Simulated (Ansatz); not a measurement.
## TaAg2 (built on the sites of a database entry of NbAu2): phonons and vibrational spectra

Aim: the vibrations of TaAg2 (built on the sites of a database entry of NbAu2), their spectra, and whether the structure is stable.

Program: Ansatz 0.2.0. Level of theory: DFT PBEsol, scalar-relativistic, plane waves, PAW. Results are calculated unless marked as measured.

The structure was built from a prototype and need not be the compound's stable phase.

## (1) Starting point

The structure is hexagonal, space group P6/mmm (No. 191). Conventional cell: a = 4.803 Å, b = 4.803 Å, c = 2.834 Å, α = 90.00°, β = 90.00°, γ = 120.00°. Nearest to Ta lie 2 Ta at 2.83 Å and 12 Ag at 3.11 Å. Nearest to Ag lie 5 Ag at 2.77 to 2.83 Å and 6 Ta at 3.11 Å. Farther neighbours are not listed.

## (2) Coarse relaxation

A rough relaxation comes first, because large forces or stress need no tight tolerances yet.

Input file input.yaml:

```yaml
crystal:
  lattice:
    - [4.80284, 0.0, 0.0]
    - [-2.40142, 4.15938, 0.0]
    - [0.0, 0.0, 2.83378]
  atoms:
    - { symbol: Ta, position: [0.0, 0.0, 0.0] }
    - { symbol: Ag, position: [0.3333333333, 0.6666666667, 0.5] }
    - { symbol: Ag, position: [0.6666666667, 0.3333333333, 0.5] }
kpoints:
  mp_grid: { grid: [6, 6, 8] }
hamiltonian:
  xc: pbesol
scf:
  occupations: { method: gaussian, width: 0.1 }
output:
  forces: true
  stress: true
  eigenvalues: true
relax:
  adjacent_minimum: "off"
  f_tol: 0.05
  max_steps: 80
  cell: { stress_tol: 0.5 }
```

The run is started by

```
ansatz run input.yaml --threads 8 --pin off --max-ram 14336MiB --backend cpu --events-out ev --progress --plain --runs-dir out
```

Numbers of over 12 decimals in the logs are rounded to 6 here.

The program printed:

```text
The last accepted step is kept in <dir> (removed where the run ends without a failure and the disk answers)
Engine: ansatz 0.2.0, x86_64-unknown-linux-gnu
Pseudopotentials: kind: paw
Pseudopotential: Ta, paw, valence charge 13, recommended cutoff 420 eV (normal), Ta.paw.azcp
Pseudopotential: Ag, paw, valence charge 19, recommended cutoff 420 eV (normal), Ag.paw.azcp
Functional definition: PBEsol
  exchange = pbesol_x
[...]
F+E_penalty+E_count = -24850.14373702 eV   max|allowed force component| = 3.701e-17 eV/Å   (the final SCF, on the basis selected at the relaxed cell)
  cell:  # Å, volume = 49.7932 Å³
    - [4.618378, 0.0, 0.0]
    - [-2.309189, 3.999633, 0.0]
    - [0.0, 0.0, 2.695633]
  atoms:
    - { symbol: Ta, position: [0, 0, 0.0] }
    - { symbol: Ag, position: [0.333333, 0.666667, 0.5] }
    - { symbol: Ag, position: [0.666667, 0.333333, 0.5] }
[key lines of the parts left out:]
SCF converged after 5 iterations
Free energy (F): -24850.143737 eV
Fermi energy:    19.516497 eV
P = ⅓ Tr σ = 0.2089 GPa (2.089 kbar)
```

Elapsed: 1.3 s, on 8 threads of Intel Xeon Platinum 8488C (Sapphire Rapids), shared host; peak memory 0.51 GiB; 7.2 s of CPU time.

Step by step:

```
step  energy less that of the first step (eV)  largest force component (eV/Å)  pressure (GPa)  volume (Å³)
   1                                   0.0000                          0.0000          -15.57        56.61
   2                                  -0.3805                          0.0000            0.21        49.79
  3*                                  -0.3786                          0.0000            0.21        49.79
```

Relaxation steps marked * repeat the geometry before them on a plane-wave basis chosen anew for their cell, so energy and pressure can jump there.

The run keeps the 24 symmetry operations that it works with, so distortions that break them were not tested.

```
conventional cell, symmetrised  before  after   change
                         a (Å)   4.803  4.618   -3.8 %
                         b (Å)   4.803  4.618   -3.8 %
                         c (Å)   2.834  2.696   -4.9 %
              volume (Å³/atom)   18.87  16.60  -12.0 %
```

The relaxed structure:

```cif
data_structure
_symmetry_space_group_name_H-M 'P 1'
_symmetry_Int_Tables_number 1
_cell_length_a 4.6184
_cell_length_b 4.6184
_cell_length_c 2.6956
_cell_angle_alpha 90.000
_cell_angle_beta 90.000
_cell_angle_gamma 120.000
_cell_volume 49.79
loop_
_atom_site_label
_atom_site_type_symbol
_atom_site_fract_x
_atom_site_fract_y
_atom_site_fract_z
_atom_site_occupancy
Ta1 Ta 0.00000 0.00000 0.00000 1
Ag2 Ag 0.33333 0.66667 0.50000 1
Ag3 Ag 0.66667 0.33333 0.50000 1
```

Numbers from this step:

```yaml
pressure: 0.2089 GPa
volume_per_atom: 16.60 Å³
gap_on_the_k_mesh: 0 eV
```

In this step the volume went from 18.87 to 16.60 Å³/atom.

## (3) Relaxation

The cell and atoms are relaxed, since residual forces and stress would shift the frequencies.

input.yaml, the sections that differ from step 2:

```yaml
crystal:
  lattice:
    - [4.618377982, 0.0, 0.0]
    - [-2.309188991, 3.9996326567, 0.0]
    - [0.0, 0.0, 2.6956333818]
  atoms:
    - { symbol: Ta, position: [0.0, 0.0, 0.0] }
    - { symbol: Ag, position: [0.3333333333, 0.6666666667, 0.5] }
    - { symbol: Ag, position: [0.6666666667, 0.3333333333, 0.5] }
kpoints:
  mp_grid: { grid: [12, 12, 16] }
relax:
  adjacent_minimum: "off"
  f_tol: 0.005
  max_steps: 80
  cell: { stress_tol: 0.05 }
# hamiltonian, scf, output: as in step 2
```

The program printed:

```text
[...]
Crystal: 3 atoms, lattice volume = 49.793 Å³
Basis set: ecut = 420 eV, 951 PW (Γ), exchange–correlation on 64×64×40 points (8 copies of the dense FFT grid, shifted against one another)
Bands: 31, of which v1, the nominal top of the filled ones, is band 26 counted from 1 (25 counted from 0)
Symmetry: 24 space group operations
[...]
k-points: 171 of 2304
[...]
--- Relaxed structure (3 steps of the walk, 3 accepted, 1 SCFs on fresh bases) ---
[...]
cell:  # Å, volume = 49.8300 Å³
    - [4.624493, 0.0, 0.0]
    - [-2.312246, 4.004928, 0.0]
    - [0.0, 0.0, 2.690495]
  atoms:
    - { symbol: Ta, position: [0, 0, 0.0] }
    - { symbol: Ag, position: [0.333333, 0.666667, 0.5] }
    - { symbol: Ag, position: [0.666667, 0.333333, 0.5] }
[key lines of the parts left out:]
SCF converged after 5 iterations
Free energy (F): -24850.189225 eV
Fermi energy:    19.457148 eV
P = ⅓ Tr σ = 0.0193 GPa (0.193 kbar)
```

The job ended after 4.5 s (8 threads; peak memory 0.65 GiB; 31 s of CPU time).

Step by step:

```
step  energy less that of the first step (eV)  largest force component (eV/Å)  pressure (GPa)  volume (Å³)
   1                                   0.0000                          0.0000            0.10        49.79
   2                                  -0.0001                          0.0000           -0.18        49.90
   3                                  -0.0003                          0.0000            0.02        49.83
  4*                                  -0.0003                          0.0000            0.02        49.83
```

Relaxation steps marked * repeat the geometry before them on a plane-wave basis chosen anew for their cell, so energy and pressure can jump there.

The run keeps the 24 symmetry operations that it works with, so distortions that break them were not tested.

```
conventional cell, symmetrised  before  after  change
                         a (Å)   4.618  4.624  +0.1 %
                         b (Å)   4.618  4.624  +0.1 %
                         c (Å)   2.696  2.690  -0.2 %
              volume (Å³/atom)   16.60  16.61  +0.1 %
```

The relaxed structure:

```
Ta Ag
1.0
     4.62449    0.00000    0.00000
    -2.31225    4.00493    0.00000
     0.00000    0.00000    2.69050
Ta Ag
1 2
Direct
  0.00000 0.00000 0.00000
  0.33333 0.66667 0.50000
  0.66667 0.33333 0.50000
```

Numbers from this step:

| Item | Value |
| --- | --- |
| pressure | 0.01928 GPa |
| volume per atom | 16.61 Å³ |

In this step the volume went from 16.60 to 16.61 Å³/atom.

## (4) Tight relaxation

Phonons need a cell at rest on their own settings, so the relaxation is repeated with tight tolerances on forces and stress, using the mesh and the filling of the phonon run that follows.

Input file input.yaml:

```yaml
crystal:
  lattice:
    - [4.6244927268, 0.0, 0.0]
    - [-2.3122463634, 4.004928181, 0.0]
    - [0.0, 0.0, 2.690495422]
  atoms:
    - { symbol: Ta, position: [0.0, 0.0, 0.0] }
    - { symbol: Ag, position: [0.3333333333, 0.6666666667, 0.5] }
    - { symbol: Ag, position: [0.6666666667, 0.3333333333, 0.5] }
kpoints:
  mp_grid: { grid: [12, 12, 16] }
hamiltonian:
  xc: pbesol
scf:
  occupations: { method: methfessel_paxton, width: 0.2 }
output:
  forces: true
  stress: true
  eigenvalues: true
  write_density: true
  write_potential: true
  elf: true
  volumetric_format: npy
relax:
  adjacent_minimum: "off"
  f_tol: 0.001
  max_steps: 60
  cell: { stress_tol: 0.01 }
```

The program printed:

```text
[...]
Crystal: 3 atoms, lattice volume = 49.830 Å³
Basis set: ecut = 420 eV, 951 PW (Γ), exchange–correlation on 64×64×36 points (8 copies of the dense FFT grid, shifted against one another)
Bands: 31, of which v1, the nominal top of the filled ones, is band 26 counted from 1 (25 counted from 0)
Symmetry: 24 space group operations
[...]
k-points: 171 of 2304
[...]
--- Relaxed structure (3 steps of the walk, 3 accepted, 1 SCFs on fresh bases) ---
[...]
cell:  # Å, volume = 49.8274 Å³
    - [4.624087, 0.0, 0.0]
    - [-2.312044, 4.004577, 0.0]
    - [0.0, 0.0, 2.690824]
  atoms:
    - { symbol: Ta, position: [0, 0, 0.0] }
    - { symbol: Ag, position: [0.333333, 0.666667, 0.5] }
    - { symbol: Ag, position: [0.666667, 0.333333, 0.5] }
[key lines of the parts left out:]
SCF converged after 5 iterations
Free energy (F): -24850.186377 eV
Fermi energy:    19.467487 eV
P = ⅓ Tr σ = -0.0017 GPa (-0.017 kbar)
```

Run time: 4.7 s. Hardware: 8 threads; peak memory 0.64 GiB; 32 s of CPU time.

Little changed from the start: no atom moved by 0.005 Å and no cell edge by 0.1 %.

This step gave:

| Item | Value |
| --- | --- |
| pressure | -0.001726 GPa |

ELF in the ab plane at fractional z = 0.500, with atoms of Ag within 0.2 Å of it. It is the smooth field of the valence electrons, not physical close to the nuclei.

Values, 14 rows by 14 columns, each cell a mean:
```
0.38 0.38 0.38 0.35 0.27 0.22 0.21 0.21 0.22 0.29 0.37 0.38 0.38 0.38
0.38 0.38 0.34 0.27 0.27 0.34 0.37 0.31 0.24 0.28 0.36 0.38 0.38 0.38
0.39 0.35 0.27 0.30 0.46 0.57 0.56 0.42 0.27 0.27 0.37 0.39 0.38 0.38
0.35 0.27 0.28 0.49 0.69 0.76 0.65 0.43 0.26 0.28 0.36 0.37 0.36 0.37
0.27 0.24 0.39 0.64 0.81 0.79 0.59 0.34 0.23 0.27 0.28 0.27 0.28 0.29
0.21 0.25 0.45 0.65 0.72 0.62 0.43 0.23 0.21 0.23 0.26 0.27 0.24 0.22
0.20 0.25 0.41 0.53 0.51 0.39 0.24 0.20 0.23 0.34 0.43 0.42 0.31 0.21
0.21 0.22 0.28 0.32 0.28 0.22 0.20 0.24 0.43 0.59 0.65 0.56 0.37 0.21
0.26 0.25 0.25 0.25 0.25 0.24 0.22 0.39 0.62 0.79 0.76 0.57 0.34 0.22
0.34 0.34 0.33 0.34 0.32 0.25 0.28 0.51 0.72 0.81 0.69 0.46 0.27 0.27
0.39 0.38 0.38 0.38 0.34 0.25 0.32 0.53 0.65 0.64 0.49 0.30 0.27 0.35
0.38 0.38 0.38 0.38 0.33 0.25 0.28 0.41 0.45 0.39 0.28 0.27 0.34 0.38
0.38 0.37 0.38 0.38 0.34 0.25 0.22 0.25 0.25 0.24 0.27 0.35 0.38 0.38
0.38 0.38 0.38 0.39 0.34 0.26 0.21 0.20 0.21 0.27 0.35 0.39 0.38 0.38
```
Columns run along a (4.6 Å), rows up along b (4.6 Å). Atoms in or near the plane, at fractional coordinates: Ag at (0.33, 0.67), Ag at (0.67, 0.33).

Valence density in the ab plane at fractional z = 0.500, with atoms of Ag within 0.2 Å of it. It is the smooth field of the valence electrons, not physical close to the nuclei.

Ten even steps from '_' (0 e/Å³) to '@' (18 e/Å³), each cell a mean:
```
____________________________
____________________________
________..----..____________
______::**%%++..____________
____..++@@@@==______________
____..++##==..______________
____..::::..________....____
________________..==++--____
______________..==@@%%--____
______________::##@@**..____
______________::++++::______
______________......________
____________________________
____________________________
```
Columns run along a (4.6 Å), rows up along b (4.6 Å). Atoms in or near the plane, at fractional coordinates: Ag at (0.33, 0.67), Ag at (0.67, 0.33).

Electrostatic potential energy in the ab plane at fractional z = 0.500, with atoms of Ag within 0.2 Å of it. With pseudopotentials it is smooth inside the atoms' cores, unlike the true potential.

Ten even steps from '_' (-24 eV) to '@' (21 eV), each cell a mean:
```
%%@@@@@@@@@@%%%%@@@@@@@@@@%%
@@@@@@@@##++==**%%@@@@@@@@@@
@@@@@@**--..::==##@@@@@@@@@@
@@@@##--______==%%@@@@@@@@@@
@@%%==..____..++@@@@@@@@@@@@
@@##--____..==%%@@@@%%##%%@@
@@##==::::==##@@%%++====**%%
@@%%****##%%@@##==..__::==%%
@@@@@@@@@@@@%%==..____..++@@
@@@@@@@@@@@@##::______--##@@
@@@@@@@@@@@@**::__..--**@@@@
@@@@@@@@@@@@**==--==##@@@@@@
%%%%@@@@@@@@%%####%%@@@@@@@@
%%%%@@@@@@@@@@@@@@@@@@@@@@%%
```
Columns run along a (4.6 Å; values clipped at the 3rd and 97th percentile), rows up along b (4.6 Å). Atoms in or near the plane, at fractional coordinates: Ag at (0.33, 0.67), Ag at (0.67, 0.33).

The forces vanish by symmetry and the pressure is -0.002 GPa, within the tolerances set. The cell now holds 16.61 Å³/atom.

## (5) Modes at Γ

The zone centre comes first: it holds the modes that light can see, as far as symmetry allows. No field response is asked, since the mesh shows no gap.

input.yaml, the sections that differ from step 4:

```yaml
crystal:
  lattice:
    - [4.6240874782, 0.0, 0.0]
    - [-2.3120437391, 4.0045772254, 0.0]
    - [0.0, 0.0, 2.6908240559]
  atoms:
    - { symbol: Ta, position: [0.0, 0.0, 0.0] }
    - { symbol: Ag, position: [0.3333333333, 0.6666666667, 0.5] }
    - { symbol: Ag, position: [0.6666666667, 0.3333333333, 0.5] }
output:
  eigenvalues: true
phonons:
  method: dfpt
# kpoints, hamiltonian, scf: as in step 4
# relax: removed
```

The program printed:

```text
zone centre: on kpoints.mp_grid the ground state, and the responses unless they are solved on pairs of k-points, stand on 387 of the mesh's 2304 k-points, reduced under 4 symmetry operations, with k and −k counted as one. Each operation leaves every solved displacement unchanged or reverses it
[...]
Crystal: 3 atoms, lattice volume = 49.827 Å³
Basis set: ecut = 420 eV, 951 PW (Γ), exchange–correlation on 64×64×36 points (8 copies of the dense FFT grid, shifted against one another)
Bands: 31, of which v1, the nominal top of the filled ones, is band 26 counted from 1 (25 counted from 0)
Symmetry: 24 space group operations
k-points: 387 of 2304 (irreducible under 4 space group operations, time reversal used)
[...]
SCF iter   1: F=—  HF=-24850.199243 eV  |F-HF|=—  |Δ(HF+E_count)|=         —  Δρ=1.01e-2  dr2=4.59e-2  ethr=1.77e-3  ⟨swp⟩=4.5  Hψ=38805  notcnv=0
[...]
SCF iter   9: F=-24850.186377 eV  HF=-24850.186377 eV  |F-HF|=0.00e0  |Δ(HF+E_count)|=  3.64e-12  S|Δr|=    0.00e0  Δρ=9.56e-8  dr2=4.63e-12  ethr=1.00e-12  ⟨swp⟩=7.0  Hψ=51140  notcnv=0
SCF 1 converged in 9 iterations: F = -24850.186377 eV  dr2 = 4.63e-12
[...]
DFPT response loops at Γ: preconditioner auto → Kerker (q_TF=auto, 2.739 Å⁻¹) (partly filled bands, converged f_vac=0.000); β = 1.00, the filter's whole step (`scf.mixing.beta` (0.50) is not read by the response loops under this deck's `scf.mixing.preconditioner`; to damp them name `kerker` or `kerker_dos`, under which they read `scf.mixing.beta`, and type it under 1.00, their step now; both keys bind the ground state too); Broyden in place of MSR1
SCF converged after 9 iterations
[...]
Free energy (F): -24850.186377 eV
[...]
Internal energy: -24850.189287 eV  (E = F + TS)
E sigma→0 (E₀):  -24850.187104 eV
Entropy (-TS):   0.002910 eV (0.970 meV/atom)
Fermi energy:    19.467487 eV
[...]
--- Band table (eV; the first three rows and the last of 387) ---
  k-point 0: bands = [... 22 lower, 15.3315, 16.7754, 17.2813, 17.2813, 23.1827, 23.1827, 23.4947, 24.2230, ... 1 higher]
  k-point 1: bands = [... 22 lower, 15.2790, 16.9701, 17.4665, 17.4665, 22.6418, 22.6418, 23.5292, 24.7415, ... 1 higher]
  k-point 2: bands = [... 22 lower, 15.1325, 17.5444, 17.9309, 17.9309, 21.8014, 21.8014, 23.6336, 25.5397, ... 1 higher]
  k-point 386: bands = [... 22 lower, 17.6051, 17.7187, 18.6513, 19.1301, 20.6563, 21.2766, 23.0411, 24.6136, ... 1 higher]
--- Phonons (Γ-DFPT): 4 representative perturbations + reference, on 387 of 2304 k-points (Σ response iterations 12) ---
  k mesh reduced under 4 symmetry operations, with k and −k counted as one. Each operation leaves every solved displacement unchanged or reverses it
  ASR residual: 1.159e-4 → 0.000e0 eV/Å²; symmetrization residual: 1.213e-5 eV/Å²
  ASR residual per site (eV/Å²): 6.22e-5 1.16e-4 1.16e-4
  Γ frequencies (cm⁻¹): 0.00 0.00 0.00 53.78 98.93 137.38 137.38 204.95 204.95
  non-analytic LO–TO correction: not included (Born effective charges unavailable; polar crystals: no LO–TO splitting at Γ)
```

Elapsed: 26 s, on 8 threads; peak memory 1.9 GiB; 2.9 min of CPU time.

Reading the cycles: dr2 is the Hartree energy of the density residual (eV), the measure of convergence; HF is the Harris–Foulkes estimate of the energy, which meets the free energy F at convergence.

Numbers from this step:

```
sum-rule residual before enforcement                    : 1.16e-4 eV/Å²
point group                                             : 6/mmm
highest optical mode at the zone centre (no LO-TO term) : 204.9 cm⁻¹
lowest optical zone-centre mode                         : 53.78 cm⁻¹
```

Patterns of degenerate modes are one choice out of their space. Modes at Γ, with each element's share of the kinetic energy:

```
mode  frequency (cm⁻¹)  symmetry  Ta %  Ag %
   1               0.0  acoustic    46    54
   2               0.0  acoustic    46    54
   3               0.0  acoustic    46    54
   4              53.8       B1g     0   100
   5              98.9       A2u    54    46
   6             137.4       E1u    54    46
   7             137.4       E1u    54    46
   8             204.9       E2g     0   100
   9             204.9       E2g     0   100
```

Displacements in mode 4 (53.8 cm⁻¹), the largest set to 1:
```
Ta1  0.00  0.00  0.00
Ag2  0.00  0.00 -1.00
Ag3  0.00  0.00  1.00
```

Displacements in mode 9 (204.9 cm⁻¹), the largest set to 1:
```
Ta1  0.00  0.00  0.00
Ag2  0.00  1.00  0.00
Ag3  0.00 -1.00  0.00
```

Before it was imposed, the acoustic sum rule was missed by 1.2e-4 eV/Å². Small misses are needed for a sound result but don't prove that mesh and cutoff are converged. The lowest optical mode is real, 53.8 cm⁻¹.

(Continued in part 2 of 2.)

[Logs are printed without paths, hosts, clocks, repeated set-up lines and the standing remarks that a program may print on its own settings, such as how far it seeks lower states.]

[Hosts, paths, dates, database ids (printed as entryN), source tags and the programs' standing remarks are cut or masked in the printed files.]
